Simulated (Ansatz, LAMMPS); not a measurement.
# Relaxing glassy 75SiO2-10Al2O3-5Li2O-5CaO-5Cr2O3 (mol %) (130 atoms), part 2 of 2

Aim: bring glassy 75SiO2-10Al2O3-5Li2O-5CaO-5Cr2O3 (mol %) (130 atoms) to a nearby minimum of the energy and see what moves.

Ansatz 0.2.0; Kohn-Sham DFT, PBE, PAW (set soft_2), plane waves.

The cell: 30 Si, 8 Al, 4 Li, 2 Ca, 4 Cr and 82 O. The quench rate of 300 K/ps is many orders above laboratory rates. The network of bonds at the start is that of the classical potential that made the cell. Without a Hubbard term or exact exchange, open shells on Cr are likely too delocalised. The Brillouin zone is sampled at Γ only, in a cell whose shortest periodic width is 12 Å.

So far. Step 3 (Cell and atoms relaxed): The relaxation changed the energy by -53.0 meV/atom, and atoms moved by 0.25 Å r.m.s., 0.79 Å at most.

## (4) Structure statistics after relaxation

Density 2.58 g/cm³, 13.28 Å³ an atom.

g(r), total and by pair (bins of 0.2 Å):

```tsv
r (Å)	total	O-O	O-Si	O-Al	O-Cr	O-Li	O-Ca
1.50	0.49	0.00	1.69	0.00	0.00	0.00	0.00
1.70	3.71	0.00	10.83	7.15	0.00	0.00	0.00
1.90	0.63	0.00	0.00	3.25	6.20	3.46	0.00
2.10	0.28	0.00	0.00	0.26	3.88	2.39	0.89
2.30	0.17	0.00	0.00	0.00	1.13	1.23	3.82
2.50	0.45	1.10	0.00	0.00	0.00	0.00	0.63
2.70	1.98	4.62	0.00	0.28	0.28	0.57	0.58
2.90	0.94	1.48	0.10	0.87	0.00	0.49	0.49
3.10	1.00	0.85	0.41	0.54	0.00	0.66	0.44
3.30	0.79	0.79	0.63	0.59	0.19	0.59	0.39
3.50	0.92	0.49	1.41	1.01	1.37	1.01	0.33
3.70	0.88	0.61	1.23	1.29	1.07	1.21	1.85
3.90	1.00	0.67	1.58	1.25	1.49	1.09	1.66
4.10	1.25	0.64	2.15	1.56	2.00	1.13	1.76
4.30	1.12	0.79	1.45	1.46	1.25	1.15	0.92
4.50	0.98	0.99	0.72	1.25	1.24	1.86	0.41
4.70	1.03	1.27	0.67	0.76	1.52	1.61	0.96
4.90	0.98	1.23	0.68	0.66	0.71	0.61	1.40
5.10	1.00	1.40	0.67	0.64	0.73	0.41	0.96
5.30	1.06	1.34	0.83	0.81	0.67	0.82	0.76
5.50	0.98	1.04	0.97	0.62	0.69	0.69	0.41
5.70	0.94	0.85	1.07	0.87	0.91	0.84	1.42
```

Bonds by pair of elements; cutoffs follow the first minimum of g(r), held within bounds set by covalent radii, and pairs that aren't listed don't count as bonded:

```tsv
pair A-B	cutoff (Å)	bonds	mean length (Å)	spread (Å)	shortest (Å)	B about A	A about B
O-Si	2.08	120	1.64	0.033	1.57	1.46	4
O-Al	2.38	33	1.80	0.079	1.71	0.402	4.12
O-Cr	2.4	22	2.04	0.154	1.83	0.268	5.5
O-Li	2.52	14	2.05	0.148	1.80	0.171	3.5
O-Ca	2.83	8	2.39	0.149	2.18	0.098	4
```

How many atoms have how many bonded neighbours:

```tsv
element	mean	2	3	4	5	6
Al	4.12	0	0	7	1	0
Ca	4	0	0	2	0	0
Cr	5.5	0	0	0	2	2
Li	3.5	0	2	2	0	0
O	2.40	50	31	1	0	0
Si	4	0	0	30	0	0
```

Bond angles, per cent of each kind in bins of 5°:

```tsv
angle (°)	O-Si-O	O-Al-O	O-Cr-O	Si-O-Si	Al-O-Si
70–75	0.0	0.0	6.0	0.0	0.0
75–80	0.0	1.9	6.0	0.0	0.0
80–85	0.0	0.0	14.0	0.0	0.0
85–90	0.0	3.9	14.0	0.0	0.0
90–95	0.0	7.7	12.0	0.0	7.1
95–100	3.3	15.4	12.0	0.0	3.6
100–105	21.7	19.2	4.0	0.0	0.0
105–110	31.7	5.8	8.0	0.0	3.6
110–115	27.2	17.3	2.0	2.3	14.3
115–120	14.4	7.7	2.0	2.3	10.7
120–125	1.7	3.9	0.0	9.3	21.4
125–130	0.0	11.5	0.0	9.3	3.6
130–135	0.0	1.9	0.0	9.3	3.6
135–140	0.0	1.9	0.0	16.3	10.7
140–145	0.0	0.0	2.0	9.3	0.0
145–150	0.0	0.0	0.0	11.6	7.1
150–155	0.0	0.0	4.0	9.3	3.6
155–160	0.0	0.0	2.0	7.0	3.6
160–165	0.0	1.9	0.0	4.7	3.6
165–170	0.0	0.0	8.0	7.0	3.6
170–175	0.0	0.0	2.0	0.0	0.0
175–180	0.0	0.0	2.0	2.3	0.0
```

Bond angles (no mean is given where the spread exceeds 20°):

```tsv
angle	count	mean (°)	spread (°)
O-Si-O	180	109	5.5
O-Al-O	52	109	14.8
O-Cr-O	50	-	-
Si-O-Si	43	142	14.8
Al-O-Si	28	126	19.5
```

Oxygen atoms by the number of network formers (Si, P, Ge, B, Al, As, Ga) bound to them:

```tsv
network formers bound to O	O atoms	per cent
0	1	1.2
1	12	14.6
2	66	80.5
3	3	3.7
```

Network units: each former by its oxygen neighbours and how many of them bridge to another former:

```tsv
former	O neighbours	bridging O	atoms
Si	4	3	11
Si	4	4	19
Al	4	3	1
Al	4	4	6
Al	5	5	1
```

Bond length by coordination (bonds to H left out):

```tsv
element	coordination	atoms	mean bond length (Å)
Al	4	7	1.79
Al	5	1	1.89
Cr	5	2	2.01
Cr	6	2	2.07
Li	3	2	2.01
Li	4	2	2.08
O	2	50	1.66
O	3	31	1.88
O	4	1	2.00
```

Rings of the network by King's shortest-path rule, up to 12 atoms, one path for each pair of neighbours; H, halogens, alkali and alkaline-earth atoms are left out, and the last column divides by all other atoms, bonded or not:

```tsv
ring size (atoms)	rings	per network atom
4	6	0.048
6	10	0.081
8	28	0.226
10	28	0.226
12	33	0.266
```

For some of the pairs, g(r) has its first main peak near 2.7 Å (O-O), 1.6 Å (O-Si), 1.8 Å (O-Al), 2.0 Å (O-Cr), 1.9 Å (O-Li) and 2.3 Å (O-Ca). By these cutoffs 88 % of Al atoms have 4, all Ca atoms have 4, 50 % of Cr atoms have 5 and as many 6 and 50 % of Li atoms have 3 and as many 4 bonded neighbours. The O-Si-O angle averages 109° with a spread of 6°. Counting bonds to Si and Al alone, not to Cr, 80 % of the oxygens join two of these atoms and 15 % one; 4 % join three; 1 % join none. The commonest Si unit has 4 oxygens, 4 of them shared with other formers (19 of 30 atoms). Rings of 12 atoms are the most common (31 % of those counted); sizes run from 4 to 12, where the search stops.

## (5) Single point at the relaxed geometry

One more single point at the end of the walk gives the fuller output and checks the residual forces.

Contents of input.yaml:

```yaml
crystal:
  lattice:
    - [11.93642, 0.01622, 0.31585]
    - [0.01622, 11.88385, 0.05042]
    - [0.31585, 0.05042, 12.17728]
  atoms:
    - { symbol: Si, position: [0.12761, 0.20211, 0.05214] }
    - { symbol: Si, position: [0.92049, 0.29243, 0.33677] }
    - { symbol: Si, position: [0.38524, 0.21101, 0.02894] }
    - { symbol: Si, position: [0.66503, 0.92212, 0.00824] }
    - { symbol: Si, position: [0.03045, 0.3459, 0.8592] }
    - { symbol: Si, position: [0.50252, 0.0541, 0.47416] }
    - { symbol: Si, position: [0.49699, 0.18801, 0.25844] }
    - { symbol: Si, position: [0.4308, 0.77542, 0.78998] }
    - { symbol: Si, position: [0.75066, 0.17822, 0.97668] }
    - { symbol: Si, position: [0.65477, 0.5541, 0.06828] }
    - { symbol: Si, position: [0.8396, 0.69141, 0.29898] }
    - { symbol: Si, position: [0.22315, 0.33526, 0.66693] }
    - { symbol: Si, position: [0.43021, 0.45976, 0.9647] }
    - { symbol: Si, position: [0.60592, 0.94653, 0.76477] }
    - { symbol: Si, position: [0.0011, 0.75986, 0.77691] }
    - { symbol: Si, position: [0.57391, 0.64616, 0.37] }
    - { symbol: Si, position: [0.46506, 0.41589, 0.38339] }
    - { symbol: Si, position: [0.23005, 0.72176, 0.64582] }
    - { symbol: Si, position: [0.14868, 0.35372, 0.25683] }
    - { symbol: Si, position: [0.9807, 0.0689, 0.21346] }
    - { symbol: Si, position: [0.0601, 0.98923, 0.68664] }
    - { symbol: Si, position: [0.17189, 0.60128, 0.17223] }
    - { symbol: Si, position: [0.05673, 0.67495, 0.38818] }
    - { symbol: Si, position: [0.59778, 0.27645, 0.55891] }
    - { symbol: Si, position: [0.26794, 0.0766, 0.58656] }
    - { symbol: Si, position: [0.47212, 0.40661, 0.71729] }
    - { symbol: Si, position: [0.89723, 0.16069, 0.77101] }
    - { symbol: Si, position: [0.58153, 0.62827, 0.62421] }
    - { symbol: Si, position: [0.7939, 0.3717, 0.15798] }
    - { symbol: Si, position: [0.77774, 0.78152, 0.6377] }
    - { symbol: Al, position: [0.71145, 0.04661, 0.19465] }
    - { symbol: Al, position: [0.31375, 0.6846, 0.98919] }
    [... 92 atom lines left out ...]
    - { symbol: O, position: [0.14343, 0.3533, 0.77843] }
    - { symbol: O, position: [0.08459, 0.60683, 0.06848] }
    - { symbol: O, position: [0.42855, 0.16155, 0.14668] }
    - { symbol: O, position: [0.30176, 0.77666, 0.74868] }
    - { symbol: O, position: [0.04532, 0.89246, 0.78661] }
    - { symbol: O, position: [0.17005, 0.39523, 0.56322] }
magnetization:
  spin_polarized: true
kpoints:
  mp_grid: { grid: [1, 1, 1] }
hamiltonian:
  xc: pbe
scf:
  occupations: { method: fermi_dirac, width: 0.05 }
output:
  forces: true
  stress: true
  populations: true
  dos:
    method: { smearing: { sigma: 0.08 } }
    de: 0.1
    projected: { site_lists: { Al: [Al], Ca: [Ca], Cr: [Cr], Li: [Li], O: [O] } }
  eigenvalues: true
  write_density: true
  write_potential: true
  volumetric_format: npy
  elf: true
```

Run with:

```sh
$ ansatz run input.yaml --threads 4 --pin off --max-ram 8192MiB --backend cpu --events-out ev --progress --plain --runs-dir out
```

Numbers of over 12 decimals in the logs are rounded to 6 here.

Log:

```text
[...]
Crystal: 130 atoms, lattice volume = 1726.136 Å³
Basis set: ecut = 420 eV, 33735 PW (Γ), exchange–correlation on 160×160×180 points (8 copies of the dense FFT grid, shifted against one another)
Bands: 498, of which v1, the nominal top of the filled ones, is band 362 counted from 1 (361 counted from 0)
Symmetry: 1 space group operations
[...]
k-points: 1
[...]
Starting moments: Σ|m| = 12 μB on 4 of 130 sites
[...]
SCF iter   1: F=—  HF=-88093.420645 eV  |F-HF|=—  |Δ(HF+E_count)|=         —  Δρ=9.78e-2 (↑8.13e-2 ↓9.78e-2)  dr2=1.29e3  dr2_m=4.82e0  M=11.546 μB ∫|m|=11.774 μB  β_m=0.30  ethr=3.10e-3  ⟨swp⟩=7.0  Hψ=4699  notcnv=0  defer=207
[...]
SCF iter  11: F=—  HF=-88002.535101 eV  |F-HF|=—  |Δ(HF+E_count)|=   7.03e-1  Δρ=4.37e-3 (↑4.37e-3 ↓3.45e-3)  dr2=1.88e-1  dr2_m=2.14e-1  M=12.000 μB ∫|m|=12.516 μB  β_m=0.30  ethr=8.43e-5  ⟨swp⟩=3.5  Hψ=1717  notcnv=0  defer=242
[...]
spin-set hold released at iteration 11 (site moments contracting): the magnetisation degrees of freedom join the quasi-Newton model from the next iteration; the mixer history was flushed
SCF iter  12: F=—  HF=-88002.917085 eV  |F-HF|=—  |Δ(HF+E_count)|=   3.82e-1  Δρ=3.01e-3 (↑3.01e-3 ↓2.84e-3)  dr2=7.28e-2  dr2_m=1.24e-1  M=12.000 μB ∫|m|=12.551 μB  β_m=0.65  ethr=2.60e-5  ⟨swp⟩=4.0  Hψ=1531  notcnv=0  defer=242
[...]
SCF iter  23: F=-88003.342613 eV  HF=-88003.342613 eV  |F-HF|=7.11e-8  |Δ(HF+E_count)|=   2.76e-9  Δρ=1.30e-6 (↑1.30e-6 ↓8.11e-7)  dr2=7.61e-8  dr2_m=3.57e-9  M=12.000 μB ∫|m|=12.691 μB  ethr=1.38e-11  ⟨swp⟩=7.5  Hψ=5060  notcnv=0
SCF 1 converged in 23 iterations: F = -88003.342613 eV  dr2 = 7.61e-8
[...]
WARN: The input density's exchange-correlation potential varies sharply where the density is thin. Do not read a vacuum level from v_tot or v_xc, or from such a field of the output density. On a cell that repeats whose density bears no net charge and no dipole along the vacuum's axis use v_es (v_loc + v_h of the components); [...]
SCF converged after 23 iterations
Magnetization: 12.0000 μB (368.0000 up, 356.0000 down)
Absolute magnetization: 12.7205 μB (∫|ρ↑−ρ↓|, with the PAW one-centre terms)
[...]
Per-site moments (μB) at R_I (Å): [(-2.9309239848398704e-6, 0.658316), (0.00193125, 0.667889), (4.5955856625611496e-6, 0.669103), (3.851768850134167e-5, 0.653008), (0.000916988, 0.672251), [...]
Free energy (F): -88003.342613 eV
[...]
Internal energy: -88003.342510 eV  (E = F + TS)
E sigma→0 (E₀):  -88003.342561 eV
Entropy (-TS):   -0.000103 eV (-0.001 meV/atom)
Fermi energy:    5.371723 eV
[...]
--- Forces (eV/Å), atoms counted from 1 ---
  atom   1  Si     0.00323798     0.01213513    -0.00158144
  atom   2  Si    -0.00833579     0.01059536    -0.01745957
  atom   3  Si     0.00265499     0.01222438     0.00572695
  atom   4  Si     0.00136164     0.00429174     0.01021037
  atom   5  Si    -0.00049150     0.00845190     0.00359601
  atom   6  Si     0.00160331     0.00074076    -0.00404172
  atom   7  Si     0.00445252     0.00589557     0.00259120
  atom   8  Si    -0.00082091     0.00897648    -0.00724873
  atom   9  Si    -0.00243768     0.00004239     0.00676726
  atom  10  Si    -0.00293254    -0.00340825     0.00111716
  atom  11  Si     0.00210028    -0.00219199     0.00188151
  atom  12  Si    -0.00205598    -0.00663219     0.00543888
  atom  13  Si     0.00054349     0.00256085     0.00609682
  atom  14  Si    -0.00347585    -0.00036800    -0.00548405
[...]
atom 129  O      0.00259114    -0.00028016    -0.00310125
  atom 130  O     -0.00115920     0.00443246    -0.00035159
  max |Σ_I F_I| component: 1.30e-4 eV/Å
--- Stress (GPa, compression-positive) ---
        0.017099       0.000344       0.010051
        0.000338       0.013409       0.005096
        0.010052       0.005096       0.027948
  P = ⅓ Tr σ = 0.0195 GPa (0.195 kbar)
--- Band table (eV) ---
[...]
--- Löwdin populations: 130 sites ---
  site symbol       q [e]    m [muB]
     0     Si      2.2372     0.0002
     1     Si      2.2972     0.0142
     2     Si      2.2458     0.0001
[...]
129      O      6.8806     0.0000
  spilling = 0.011813 (of n_electrons = 724.000000)
```

The job ended after 2.3 min (4 threads of Arm Neoverse V2, shared host; peak memory 4.4 GiB).

The program notes that the stability of the SCF solution was not settled and the exchange-correlation potential is rough where the density is thin.

Read from the output:

```yaml
free_energy: -88003.3426 eV
free_energy_per_atom: -676.9488 eV/atom
scf_cycles: 23
pressure: 0.01949 GPa
r_m_s_force_component: 0.00576 eV/Å
longest_force: 0.02434 eV/Å
fermi_energy: 5.372 eV
spacing_of_highest_filled_and_lowest_empty_level: 0.9298 eV
total_moment: 12 μB
absolute_moment: 12.72 μB
spilling_of_the_projection: 0.01181
```

Löwdin charges by element and coordination (they lack the spilled electrons, 0.066 e an atom on average):

```tsv
element	coordination	atoms	mean charge (e)	spread	least	most
Al	all	8	1.32	0.0485	1.22	1.37
Al	4	7	1.33	0.0508	1.22	1.37
Al	5	1	1.30	0	1.30	1.30
Ca	all	2	1.83	0.0073	1.82	1.84
Cr	all	4	1.34	0.0256	1.30	1.36
Cr	5	2	1.33	0.0328	1.30	1.36
Cr	6	2	1.34	0.0131	1.33	1.35
Li	all	4	0.818	0.0075	0.81	0.827
Li	3	2	0.818	0.0084	0.81	0.827
Li	4	2	0.817	0.0066	0.811	0.824
O	all	82	-0.810	0.0552	-1.09	-0.707
O	2	50	-0.792	0.026	-0.846	-0.730
O	3	31	-0.839	0.0746	-1.09	-0.707
O	4	1	-0.782	0	-0.782	-0.782
Si	all	30	1.74	0.0263	1.68	1.78
```

Magnetic moments by element and coordination:

```tsv
element	coordination	atoms	mean moment (μB)	spread	least	most
Al	all	8	3.0e-4	3.0e-4	0	9.0e-4
Al	4	7	3.0e-4	3.0e-4	0	9.0e-4
Al	5	1	4.0e-4	0	4.0e-4	4.0e-4
Ca	all	2	8.0e-4	7.0e-4	1.0e-4	0.0015
Cr	all	4	2.30	0.0511	2.24	2.37
Cr	5	2	2.29	0.0291	2.26	2.32
Cr	6	2	2.31	0.0649	2.24	2.37
Li	all	4	2.0e-4	1.0e-4	0	4.0e-4
Li	3	2	0	0	0	1.0e-4
Li	4	2	3.0e-4	0	3.0e-4	4.0e-4
O	all	82	0.0019	0.008	-0.0357	0.0402
O	2	50	0.0027	0.0077	-0.0019	0.0402
O	3	31	0.001	0.0082	-0.0357	0.0166
O	4	1	-0.0094	0	-0.0094	-0.0094
Si	all	30	7.0e-4	9.0e-4	0	0.003
```

States in the cell by windows of 1 eV, zero at the Fermi level; the larger projections on atomic orbitals stand beside the total:

```tsv
from (eV)	to (eV)	total up	total down	O p	Cr d
-18	-17	0.3	0.3	0.0	0.0
-17	-16	1.0	1.0	0.0	0.0
-16	-12	0.0	0.0	0.0	0.0
-12	-11	5.7	5.7	7.6	0.0
-11	-10	8.7	8.7	11.7	0.0
-10	-9	10.6	10.6	15.0	0.1
-9	-8	16.3	15.9	24.3	0.2
-8	-7	21.9	21.4	33.2	0.6
-7	-6	30.5	30.0	48.1	1.4
-6	-5	39.5	39.0	67.9	1.9
-5	-4	46.2	45.7	83.5	1.9
-4	-3	46.7	46.5	87.2	1.7
-3	-2	17.8	20.3	36.2	0.3
-2	-1	9.1	2.0	5.4	5.2
-1	0	4.9	0.0	1.2	3.4
0	1	4.4	0.0	0.9	3.0
1	2	4.0	10.9	1.8	11.2
2	3	1.6	10.4	1.2	6.6
3	4	11.9	12.4	1.4	0.7
4	5	12.0	11.7	2.4	0.1
```

The curve was stored every 0.10 eV, coarse against its broadening of 0.08 eV, so these counts are rough.

Between -26 and -18 eV lie 173 more states.

About 44 of the 724 electrons lie in deeper levels, below the stored range.

Not all projections were asked for or kept, so they needn't add up to the total.

The levels nearest the highest filled one (over half full), pooled over k-points and spins:

```tsv
level less the highest filled one (eV)	occupation
-0.590	1
-0.453	1
-0.385	1
-0.296	1
-0.177	1
0	1
0.930	0
1.06	0
1.11	0
1.44	0
1.49	0
1.62	0
```

Spin density in the bc plane at fractional x = 0.246, with atoms of Si and Al and Li and Ca and O within 0.2 Å of it.

Ten even steps from '0' (-1.54 × 1e-3 e/Å³) to '9' (2.50 × 1e-3 e/Å³), each cell a mean:
```
333333333333333333333333334433333
333333333333333333333333333333333
333333333333333333333333333334433
333333333333333333333333333333333
333333333333333333333333333333334
443333333333333333333333333333334
444333333333333333333333333333334
433333333333333333333333333333334
333333333333333333333333333333333
333333333333333333333333334333333
333333333333333333333333335733333
333333333333333333333333334443333
443333333333333333333333333333333
343333333333333333333333333333333
333333333333333333333333333333333
333333333443333333333333333346433
333333333443333333333333333359333
333333333333334443333333333343233
333333333333333333333333333333333
333333333333333333333333333333333
333333333333333333333102333333333
333333333333333334443213333333333
333333333333333333444433333333333
333333433333333333344433333333333
```
Columns run along b (11.9 Å), rows up along c (12.2 Å). Atoms in or near the plane, at fractional coordinates: Si at (0.72, 0.65), Al at (0.52, 0.51), Li at (0.11, 0.34), Ca at (0.93, 0.86), O at (0.16, 0.01), O at (0.82, 0.55), O at (0.88, 0.31), O at (0.21, 0.63).

ELF in the bc plane at fractional x = 0.246, with atoms of Si and Al and Li and Ca and O within 0.2 Å of it. It is the smooth field of the valence electrons, not physical close to the nuclei.

Ten even steps from '0' (0.01 × 1e-1) to '9' (9.10 × 1e-1), each cell a mean:
```
015898884100000256652027998861010
201577642000000367752026888733676
710022100000000135531002355238999
710000000011100001110000011049989
200000000122100000000003566315776
453100100122100000000014788730113
886103553211221000122114787620268
886238888511232002577631344200389
885268558721221004888861124431147
321168888524654215888872488885102
454225675115676401577632686587202
888731110003444100012101488886226
888851000000111100011000256752048
888630024420002431111100001111025
232210378873001221000000013577631
003991499886200000000000026888874
202860589886201333100000026875786
300000467764136887410000004888886
100000011221148998512332101467653
000000000010036886337887510022220
000001000111002442258888730000000
001355420000000000146787410000000
014788863000000000012442123321000
026885785100000023211013678763000
```
Columns run along b (11.9 Å), rows up along c (12.2 Å). Atoms in or near the plane, at fractional coordinates: Si at (0.72, 0.65), Al at (0.52, 0.51), Li at (0.11, 0.34), Ca at (0.93, 0.86), O at (0.16, 0.01), O at (0.82, 0.55), O at (0.88, 0.31), O at (0.21, 0.63).

Mean Löwdin charges: Al +1.32, Ca +1.83, Cr +1.34, Li +0.82, O -0.81, Si +1.74 e (they miss 1.2 % of the electrons, so they add up to more than the cell's charge). The cell holds a total moment of 12.0 μB; no search proves this magnetic order the lowest. The largest share in the top eV of filled states is Cr d (61 % of the projected weight), and in the lowest eV of empty states Cr d (74 % of the projected weight).

Local excerpt of 18 atoms (numbers count through the whole input) about Ca43, one of the 2 Ca atoms; x, y, z are measured from there.

```tsv
atom	x	y	z	distance (Å)	bonds	Löwdin charge (e)	moment (μB)
Ca43	0.00	0.00	0.00	0.00	4	1.84	0.00
O109	-0.47	-1.77	1.19	2.18	3	-0.98	0.00
O58	-0.59	0.83	-2.12	2.35	3	-0.85	0.00
O128	0.62	-1.86	-1.37	2.39	3	-0.84	0.00
O129	-2.42	-0.49	-0.98	2.66	3	-0.82	0.00
O123	2.69	-0.33	-1.09	2.92	2	-0.80	0.00
Si8	2.18	-1.87	-0.82	2.99	4	1.71	0.00
O68	2.15	-2.08	0.76	3.09	2	-0.83	0.00
Si21	-2.28	0.66	-2.19	3.23	4	1.68	0.00
O49	0.17	2.74	1.83	3.30	2	-0.81	0.00
Al32	0.84	-2.94	1.56	3.44	4	1.37	0.00
Al38	-2.05	-2.17	1.75	3.47	4	1.28	0.00
Si18	-0.27	-2.52	-2.64	3.66	4	1.73	0.00
O60	-2.73	2.03	-1.42	3.68	2	-0.79	0.00
Si25	0.17	1.69	-3.34	3.75	4	1.73	0.00
Si15	-2.96	-2.07	-1.12	3.78	4	1.75	0.00
O66	2.52	2.78	0.79	3.83	2	-0.85	0.00
O61	-1.79	-2.79	-1.99	3.87	2	-0.78	0.00
```

The column of bonds counts only the pairs O-Si within 2.08 Å, O-Al within 2.38 Å, O-Cr within 2.40 Å, O-Li within 2.52 Å, O-Ca within 2.83 Å; other neighbours, such as metal atoms beside each other in a compound, aren't counted, and periodic images can show an atom twice.

## (6) Results

```
energy change in the relaxation                  : -52.95 meV/atom
r.m.s. displacement                              : 0.247 Å
largest displacement                             : 0.792 Å
free energy per atom                             : -676.9488 eV/atom
pressure                                         : 0.01949 GPa
r.m.s. force component                           : 0.00576 eV/Å
gap (highest filled to lowest empty level) : 0.9298 eV
wall time of the 2 DFT runs                      : 24 min
```

Relaxation lowers the energy by 53.0 meV/atom and moves atoms by 0.25 Å r.m.s. Displacements are taken in the final cell, so they leave out its strain. By the final cutoffs 4 of 197 bonded pairs parted and 4 joined. The cell grew by 4.5 % in volume. First to last step the energy falls by 6.884 eV, across changes of basis; the largest move, 0.79 Å, is that of Ca44. Counting bonds as in the table, 88 % of Al atoms have 4, all Ca atoms have 4, 50 % of Cr atoms have 5 and as many 6 and 50 % of Li atoms have 3 and as many 4 bonded neighbours. Counting bonds to Si and Al alone, not to Cr, 80 % of the oxygens join two of these atoms and 15 % one; 4 % join three; 1 % join none. Between filled and empty levels lie 0.930 eV (at Γ alone); a semilocal functional tends to put such gaps too low. In a disordered cell it changes from sample to sample, and tail or defect levels can set it. The cell holds a total moment of 12.0 μB; no search proves this magnetic order the lowest.

What to keep in mind: The network of bonds at the start is that of the classical potential that made the cell; in DFT 4 of its 197 bonded pairs passed out of the cutoffs and 4 came within them. The run was spin polarised, started with 4 parallel moments, ending at 12.0 μB in the cell; that starting order needn't be the real material's, and it bears on forces, charges and levels. With open d shells in the cell, the gap can be one between d levels of these ions, not the gap of the host.

[Logs are printed without paths, hosts, clocks, repeated set-up lines and the standing remarks that a program may print on its own settings, such as how far it seeks lower states.]

[Hosts, paths, dates, database ids (printed as entryN), source tags and the programs' standing remarks are cut or masked in the printed files.]
